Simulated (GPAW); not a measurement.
**Dielectric function and optical constants of InSb3**

Aim: the dielectric function of InSb3, and the optical constants that follow from it.

Main program and level: GPAW 26.7.0; DFT, PBE, plane-wave PAW (GPAW data sets), scalar-relativistic, RPA, optical limit.

### 1. The structure

It takes space group Fm-3m (No. 225, cubic). Conventional cell: a = 7.589 Å, b = 7.589 Å, c = 7.589 Å, α = 90.00°, β = 90.00°, γ = 90.00°. Nearest to Sb lie 8 Sb at 3.29 Å. Sb has 4 In at 3.29 Å and 4 Sb at 3.29 Å nearest. Nearest to In lie 8 Sb at 3.29 Å. Farther neighbours are not listed.

### 2. Ground state

The self-consistent density comes first; it also tells whether there is a gap, which decides the occupations and the need for a Drude term.

This step: DFT, PBE, plane-wave PAW (GPAW data sets), scalar-relativistic, ground state (GPAW 26.7.0).

gs.py reads:

```python
from ase import Atoms
from ase.dft.bandgap import bandgap
from gpaw import GPAW, PW, FermiDirac

atoms = Atoms(['Sb', 'Sb', 'Sb', 'In'],
              cell=[[0.000000000000, 3.794555000000, 3.794555000000],
                    [3.794555000000, 0.000000000000, 3.794555000000],
                    [3.794555000000, 3.794555000000, 0.000000000000]],
              scaled_positions=[[0.500000000000, 0.500000000000, 0.500000000000],
                                [0.750000000000, 0.750000000000, 0.750000000000],
                                [0.250000000000, 0.250000000000, 0.250000000000],
                                [0.000000000000, 0.000000000000, 0.000000000000]],
              pbc=[True, True, True])
atoms.calc = GPAW(mode=PW(400), xc='PBE', kpts={'size': (5, 5, 5), 'gamma': True},
                  occupations=FermiDirac(0.05), maxiter=150, txt='gs.txt')
print('energy (eV)', atoms.get_potential_energy())
print('Fermi level (eV)', atoms.calc.get_fermi_level())
print('valence electrons', atoms.calc.get_number_of_electrons())
print('gap (eV)', bandgap(atoms.calc, output=None)[0])
print('direct gap (eV)', bandgap(atoms.calc, direct=True, output=None)[0])
atoms.calc.write('gs.gpw')
```

On the command line:

```bash
OMP_NUM_THREADS=1 python gs.py
```

Numbers of over 12 decimals in the logs are rounded to 6 here.

Output:

```text
__  _  _
 | _ |_)|_||  |
 |__||  | ||/\| - 26.7.0

Versions:
  Python: 3.12.14
  ASE:    3.29.0
  Numpy:  2.5.5
  Scipy:  1.18.1
  Libxc:  7.0.0

Input parameters:
  mode=PW(ecut=400.0),
  kpts=MonkhorstPack(size=(5, 5, 5), gamma=True),
  maxiter=150,
  occupations=Occupations(name='fermi-dirac', width=0.05, fixmagmom=False),
  xc=XC(name='PBE')

Diagonalizing LCAO Hamiltonian
Converting LCAO to pw mode

                         Sb

                   Sb

             Sb

       In

Atoms  # Å, Bohr magnetons
|   | symbol |        x |        y |        z |    initial magnetic moments |
| 0 |     Sb | 3.794555 | 3.794555 | 3.794555 | ( 0.0000,  0.0000,  0.0000) |
| 1 |     Sb | 5.691833 | 5.691833 | 5.691833 | ( 0.0000,  0.0000,  0.0000) |
| 2 |     Sb | 1.897277 | 1.897277 | 1.897277 | ( 0.0000,  0.0000,  0.0000) |
| 3 |     In | 0.000000 | 0.000000 | 0.000000 | ( 0.0000,  0.0000,  0.0000) |

Unit cell  # Å
| periodic |        x |        y |        z |  lengths |    angles |
|      yes | 0.000000 | 3.794555 | 3.794555 | 5.366311 | 60.000000 |
|      yes | 3.794555 | 0.000000 | 3.794555 | 5.366311 | 60.000000 |
|      yes | 3.794555 | 3.794555 | 0.000000 | 5.366311 | 60.000000 |

Number of symmetries: 48
Symmetry operations  # r_c * U_cc + t_c -> r_c
|    | kind |            matrix            |
|  0 |  σ   |  1, 0, 0,  1, 0,-1,  1,-1, 0 |
|  1 |  C2  |  1, 0, 0,  1,-1, 0,  1, 0,-1 |
|  2 |  E   |  1, 0, 0,  0, 1, 0,  0, 0, 1 |
|  3 |  σ   |  1, 0, 0,  0, 0, 1,  0, 1, 0 |
|  4 |  C4  |  1, 0,-1,  1, 0, 0,  1,-1, 0 |
|  5 |  S6  |  1, 0,-1,  1,-1, 0,  1, 0, 0 |
|  6 |  σ   |  1, 0,-1,  0, 1,-1,  0, 0,-1 |
|  7 |  C3  |  1, 0,-1,  0, 0,-1,  0, 1,-1 |
|  8 |  S6  |  1,-1, 0,  1, 0, 0,  1, 0,-1 |
|  9 |  C4  |  1,-1, 0,  1, 0,-1,  1, 0, 0 |
| 10 |  C3  |  1,-1, 0,  0,-1, 1,  0,-1, 0 |
| 11 |  σ   |  1,-1, 0,  0,-1, 0,  0,-1, 1 |
| 12 |  σ   |  0, 1, 0,  1, 0, 0,  0, 0, 1 |
| 13 |  C4  |  0, 1, 0,  0, 1,-1, -1, 1, 0 |
| 14 |  C3  |  0, 1, 0,  0, 0, 1,  1, 0, 0 |
| 15 |  S6  |  0, 1, 0, -1, 1, 0,  0, 1,-1 |
| 16 |  C2  |  0, 1,-1,  1, 0,-1,  0, 0,-1 |
| 17 |  σ   |  0, 1,-1,  0, 1, 0, -1, 1, 0 |
| 18 |  S4  |  0, 1,-1,  0, 0,-1,  1, 0,-1 |
| 19 |  C4  |  0, 1,-1, -1, 1, 0,  0, 1, 0 |
| 20 |  C3  |  0, 0, 1,  1, 0, 0,  0, 1, 0 |
| 21 |  σ   |  0, 0, 1,  0, 1, 0,  1, 0, 0 |
| 22 |  S6  |  0, 0, 1,  0,-1, 1, -1, 0, 1 |
| 23 |  C4  |  0, 0, 1, -1, 0, 1,  0,-1, 1 |
| 24 |  S4  |  0, 0,-1,  1, 0,-1,  0, 1,-1 |
| 25 |  C3  |  0, 0,-1,  0, 1,-1,  1, 0,-1 |
| 26 |  C2  |  0, 0,-1,  0,-1, 0, -1, 0, 0 |
| 27 |  S6  |  0, 0,-1, -1, 0, 0,  0,-1, 0 |
| 28 |  S4  |  0,-1, 1,  1,-1, 0,  0,-1, 0 |
| 29 |  C4  |  0,-1, 1,  0, 0, 1, -1, 0, 1 |
| 30 |  C2  |  0,-1, 1,  0,-1, 0,  1,-1, 0 |
| 31 |  σ   |  0,-1, 1, -1, 0, 1,  0, 0, 1 |
| 32 |  C3  |  0,-1, 0,  1,-1, 0,  0,-1, 1 |
| 33 |  S6  |  0,-1, 0,  0, 0,-1, -1, 0, 0 |
| 34 |  S4  |  0,-1, 0,  0,-1, 1,  1,-1, 0 |
| 35 |  C2  |  0,-1, 0, -1, 0, 0,  0, 0,-1 |
| 36 |  C2  | -1, 1, 0,  0, 1, 0,  0, 1,-1 |
| 37 |  S6  | -1, 1, 0,  0, 1,-1,  0, 1, 0 |
| 38 |  S4  | -1, 1, 0, -1, 0, 1, -1, 0, 0 |
| 39 |  C3  | -1, 1, 0, -1, 0, 0, -1, 0, 1 |
| 40 |  S6  | -1, 0, 1,  0, 0, 1,  0,-1, 1 |
| 41 |  C2  | -1, 0, 1,  0,-1, 1,  0, 0, 1 |
| 42 |  C3  | -1, 0, 1, -1, 1, 0, -1, 0, 0 |
| 43 |  S4  | -1, 0, 1, -1, 0, 0, -1, 1, 0 |
| 44 |  C2  | -1, 0, 0,  0, 0,-1,  0,-1, 0 |
| 45 |  i   | -1, 0, 0,  0,-1, 0,  0, 0,-1 |
| 46 |  σ   | -1, 0, 0, -1, 1, 0, -1, 0, 1 |
| 47 |  C2  | -1, 0, 0, -1, 0, 1, -1, 1, 0 |

BZ-sampling:
  Number of BZ points: 125
  Number of IBZ points: 10

  Monkhorst-Pack size: [5, 5, 5]
  Monkhorst-Pack shift: [0, 0, 0]

K-points  # in reciprocal-cell coordinates
|   |                                coordinates |     weight |
| 0 | (  0.00000000,   0.00000000,   0.00000000) | 0.00800000 |
| 1 | (  0.20000000,   0.20000000,   0.00000000) | 0.04800000 |
| 2 | (  0.20000000,   0.20000000,   0.20000000) | 0.06400000 |
| 3 | (  0.40000000,   0.20000000,  -0.20000000) | 0.19200000 |
| 4 | (  0.40000000,   0.20000000,   0.20000000) | 0.09600000 |
| 5 | (  0.40000000,   0.40000000,  -0.40000000) | 0.19200000 |
| 6 | (  0.40000000,   0.40000000,  -0.20000000) | 0.09600000 |
| 7 | (  0.40000000,   0.40000000,   0.00000000) | 0.04800000 |
| 8 | (  0.40000000,   0.40000000,   0.20000000) | 0.19200000 |
| 9 | (  0.40000000,   0.40000000,   0.40000000) | 0.06400000 |

Plane wave coefficients: 1996
Cutoff: 400.0 eV

Spin-components: 1 (collinear spins)
Bands:           36
Projectors:      24
Spin-degeneracy: 2
Datatype:        complex128

Parallelization:
  kpt:    1
  domain: 1
  band:   1

Density:
  Valence electrons: 58.0
  Components: 1
  Grid points: [25 25 25]
  Charge: 0.0  # |e|

Potential:
  Grid points: [25 25 25]

species:
  Sb:
    name:    Antimony
    id:
    Z:       51.0
    valence: 15
    core:    36
    charge:  0.0  # [|e|]
    compensation charges:
      type: gauss
      rc: 0.36  # [Å]
      lmax: 2
    cutoffs:
      filter: 2.23  # [Å]
      core: 2.23  # [Å]
    projectors
    | kind |    occ | energy [eV] | rcut [Å] |
    |   5s |  2.000 |     -12.815 |    1.154 |
    |   5p |  3.000 |      -4.830 |    1.233 |
    |   4d | 10.000 |     -33.514 |    1.196 |
    |    s |        |      14.396 |    1.154 |
    |    p |        |      22.381 |    1.233 |
    |    d |        |      -6.303 |    1.196 |

    Using partial waves for Sb as LCAO basis

  In:
    name:    Indium
    id:
    Z:       49.0
    valence: 13
    core:    36
    charge:  0.0  # [|e|]
    compensation charges:
      type: gauss
      rc: 0.36  # [Å]
      lmax: 2
    cutoffs:
      filter: 2.09  # [Å]
      core: 2.48  # [Å]
    projectors
    | kind |    occ | energy [eV] | rcut [Å] |
    |   5s |  2.000 |      -8.203 |    1.185 |
    |   5p |  1.000 |      -2.521 |    1.244 |
    |   4d | 10.000 |     -18.629 |    1.148 |
    |    s |        |      19.008 |    1.185 |
    |    p |        |      24.691 |    1.244 |
    |    d |        |       8.583 |    1.148 |

    Using partial waves for In as LCAO basis

Reference energy: -688820.094404  # eV

eigensolver:
  PPCG
  Converge bands: occupied
  niter=2

density mixing:
  MSR1-Mixer
  Pratt-step length: 0.05
  Maximum mixing coefficient: 0.75
  Old densities: 10
  SVD Regularization: 0.005
  Good broyden scale: 1.0
  Trust region scale: 1.0
  Backstep threshold: 4.0
  History deletion threshold: 6.0
  Fourier metric: weight=20.0, sigma=0.015

occupation numbers:
  Fermi-Dirac:
    width: 0.0500  # eV

poisson solver:
  ecut: 3200.0  # eV

xc functional:
  name: PBE with 2 nearest neighbor stencil

convergence criteria:
- Maximum [total energy] change in last 3 cyles: 0.0005 eV / valence electron
- Maximum integral of absolute [dens]ity change: 0.0001 electrons / valence electron
- Maximum integral of absolute [eigenst]ate change: 4e-08 eV^2 / valence electron
maximum number of iterations: 150

SCF iterations
|iter     |      energy | eigst |  dens |
|iter:   1||  -14.892540 | +0.28 |       |
|iter:   2||  -14.911489 | -1.98 | -1.76 |
|iter:   3||  -14.892233c| -2.31 | -1.79 |
|iter:   4||  -14.871766 | -3.00 | -2.23 |
|iter:   5||  -14.871302c| -4.22 | -2.63 |
|iter:   6||  -14.871650c| -4.87 | -3.01 |
|iter:   7||  -14.871650c| -5.84 | -3.61 |
|iter:   8||  -14.871669c| -6.63 | -4.06c|
|iter:   9||  -14.871669c| -7.99c| -4.77c|

Converged in 9 steps
SCF loop duration: 11.003 s (1.223 s/step)
Energy contributions relative to reference atoms: (reference = -688820.094404)

Energy contributions:
  Kinetic:          16.807345
  Coulomb:         -17.380955
  Zero:              1.010123
  External:          0.000000
  Xc:              -15.298514
  Entropy:          -0.019337
  Spinorbit:         0.000000
  ----------------------------
  Free energy:     -14.881338
  Extrapolated:    -14.871669

dipole moment: (-25.618721, -25.618721, -25.618721)  # |e|*Ang

Fermi level: 7.259
Eigenvalues  # (at kpt = [0.000, 0.000, 0.000])
| band index |      eig [eV] | occ [0-2] |
|          0 |       -21.784 |     2.000 |
|        ... |               |           |
|         25 |         5.084 |     2.000 |
|         26 |         5.180 |     2.000 |
|         27 |         5.180 |     2.000 |
|         28 |         5.180 |     2.000 |
|         29 |         5.284 |     2.000 |
|         30 |         6.880 |     1.999 |
|         31 |         6.880 |     1.999 |
|         32 |         6.880 |     1.999 |
|         33 |        14.254 |     0.000 |
|         34 |        14.254 |     0.000 |
|         35 |        14.254 |     0.000 |

No gap
No difference between direct/indirect transitions

--- standard output ---
energy (eV) -14.871669
Fermi level (eV) 7.259333
valence electrons 58.0
gap (eV) 0.0
direct gap (eV) 0.0
```

Elapsed: 14 s, on 1 thread of Intel Xeon Platinum 8259CL at 2.50GHz (Skylake/Cascade Lake), shared host; peak memory 0.17 GiB.

Read-outs, printed or worked out from the files:

- energy: -14.87 eV
- Fermi energy: 7.259 eV
- electrons: 58

There are states at the Fermi level within the smearing, so the occupations stay smeared and the carriers get a Drude term.

### 3. Bands for the response

At the fixed density, many empty bands are solved on the mesh of the response, since the spectrum sums over them.

This step: DFT, PBE, plane-wave PAW (GPAW data sets), scalar-relativistic, bands at fixed density (GPAW 26.7.0).

nscf.py reads:

```python
from ase.dft.bandgap import bandgap
from gpaw import GPAW, FermiDirac

calc = GPAW('gs.gpw').fixed_density(kpts={'size': (8, 8, 8), 'gamma': True}, nbands=86, convergence={'bands': 80},
                                    occupations=FermiDirac(0.05), txt='nscf.txt')
print('gap (eV)', bandgap(calc, output=None)[0])
print('direct gap (eV)', bandgap(calc, direct=True, output=None)[0])
print('top band over the Fermi level (eV)', min(calc.get_eigenvalues(kpt=k)[79] for k in range(len(calc.get_ibz_k_points()))) - calc.get_fermi_level())
calc.write('full.gpw', mode='all')
```

On the command line:

```bash
OMP_NUM_THREADS=1 python nscf.py
```

Output:

```text
Diagonalizing LCAO Hamiltonian
Converting LCAO to pw mode
convergence criteria:
- Maximum integral of absolute [eigenst]ate change: 4e-08 eV^2 / valence electron
maximum number of iterations: 150

SCF iterations
|iter     |      energy | eigst |  dens |
|iter:   1||             | +3.43 |       |
|iter:   2||             | +2.34 |       |
|iter:   3||             | +1.61 |       |
|iter:   4||             | +0.90 |       |
|iter:   5||             | +0.37 |       |
|iter:   6||             | -0.18 |       |
|iter:   7||             | -0.62 |       |
|iter:   8||             | -1.09 |       |
|iter:   9||             | -1.49 |       |
|iter:  10||             | -1.92 |       |
|iter:  11||             | -2.30 |       |
|iter:  12||             | -2.71 |       |
|iter:  13||             | -3.08 |       |
|iter:  14||             | -3.51 |       |
|iter:  15||             | -3.90 |       |
|iter:  16||             | -4.32 |       |
|iter:  17||             | -4.70 |       |
|iter:  18||             | -5.07 |       |
|iter:  19||             | -5.40 |       |
|iter:  20||             | -5.74 |       |
|iter:  21||             | -6.09 |       |
|iter:  22||             | -6.44 |       |
|iter:  23||             | -6.73 |       |
|iter:  24||             | -7.03 |       |
|iter:  25||             | -7.36 |       |
|iter:  26||             | -7.56c|       |
SCF steps: 26
  __  _  _
 | _ |_)|_||  |
 |__||  | ||/\| - 26.7.0

Versions:
  Python: 3.12.14
  ASE:    3.29.0
  Numpy:  2.5.5
  Scipy:  1.18.1
  Libxc:  7.0.0

Input parameters:
  mode=PW(ecut=400.0),
  convergence={'bands': 80},
  gpts=array([25, 25, 25]),
  kpts=MonkhorstPack(size=(8, 8, 8), gamma=True),
  maxiter=150,
  nbands=86,
  occupations=Occupations(name='fermi-dirac', width=0.05, fixmagmom=False),
  parallel={},
  xc=XC(name='PBE')

--- standard output ---
gap (eV) 0.0
direct gap (eV) 0.0
top band over the Fermi level (eV) 26.507519
```

The job ended after 2.7 min (1 thread; peak memory 0.26 GiB).

[end of part 1 of 2]

[Machine, clock and banner lines and Python warnings are left out of the logs.]

[Logs are printed without paths, hosts, clocks, repeated set-up lines and the standing remarks that a program may print on its own settings, such as how far it seeks lower states.]

[Hosts, paths, dates, database ids (printed as entryN), source tags and the programs' standing remarks are cut or masked in the printed files.]
